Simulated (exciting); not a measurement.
Consider CeO2, space group Fm-3m.

```
Ce O
1.0
     0.00000    2.70365    2.70365
     2.70365    0.00000    2.70365
     2.70365    2.70365    0.00000
Ce O
1 2
Direct
  0.00000 0.00000 0.00000
  0.75000 0.75000 0.75000
  0.25000 0.25000 0.25000
```

Absorber: atom 2, with 4 Ce at 2.34 Å (tetrahedral, site symmetry -43m). Method: exciting, all-electron LAPW+lo, PBE, exchange and screened direct term (singlet BSE), 5×5×5 shifted k points, 28 conduction bands, |G+q| up to 3 bohr⁻¹, full RPA screening with nempty = 49, Lorentzian half width 0.45 eV.

Q: Predict the O K near-edge structure at this level.

Bound core exciton? Yes on this mesh: the first bright state (over 5 % of the brightest) lies at -0.68 eV from the Kohn–Sham onset. Maxima (height): -0.5 eV (1.00), 3.4 eV (0.69), 7.7 eV (0.77), 13.7 eV (0.38) and 23.0 eV (0.31).

Energy from the Kohn–Sham onset, core level to the lowest empty state found on the meshes used; Im ε in relative units:

```
E (eV)  Im ε
  -4.5  0.02
  -4.0  0.02
  -3.5  0.03
  -3.0  0.04
  -2.5  0.06
  -2.0  0.10
  -1.5  0.19
  -1.0  0.49
  -0.5  1.00
   0.0  0.64
   0.5  0.33
   1.0  0.18
   1.5  0.13
   2.0  0.13
   2.5  0.20
   3.0  0.46
   3.5  0.65
   4.0  0.39
   4.5  0.25
   5.0  0.21
   5.5  0.20
   6.0  0.26
   6.5  0.43
   7.0  0.61
   7.5  0.76
   8.0  0.76
   8.5  0.65
   9.0  0.45
   9.5  0.30
  10.0  0.20
  10.5  0.14
  11.0  0.12
  11.5  0.12
  12.0  0.16
  12.5  0.26
  13.0  0.36
  13.5  0.38
  14.0  0.37
  14.5  0.33
  15.0  0.29
  15.5  0.26
  16.0  0.23
  16.5  0.22
  17.0  0.22
  17.5  0.21
  18.0  0.19
  18.5  0.16
  19.0  0.15
  19.5  0.16
  20.0  0.16
  20.5  0.15
  21.0  0.16
  21.5  0.19
  22.0  0.23
  22.5  0.27
  23.0  0.31
  23.5  0.28
  24.0  0.22
  24.5  0.18
  25.0  0.14
  25.5  0.12
  26.0  0.10
  26.5  0.10
  27.0  0.10
  27.5  0.11
```

With 125 k points the binding energies are rough. Exchange and the short-range direct term aren't converged in the kernel cutoff. The zero comes from the shifted mesh, which comes near the band minimum without meeting it. The structure is a published determination, not relaxed.

[Banner, clock and machine lines of the logs are left out without a mark of their own.]

[Logs are printed without paths, hosts, clocks, repeated set-up lines and the standing remarks that a program may print on its own settings, such as how far it seeks lower states.]

[Hosts, paths, dates, database ids (printed as entryN), source tags and the programs' standing remarks are cut or masked in the printed files.]
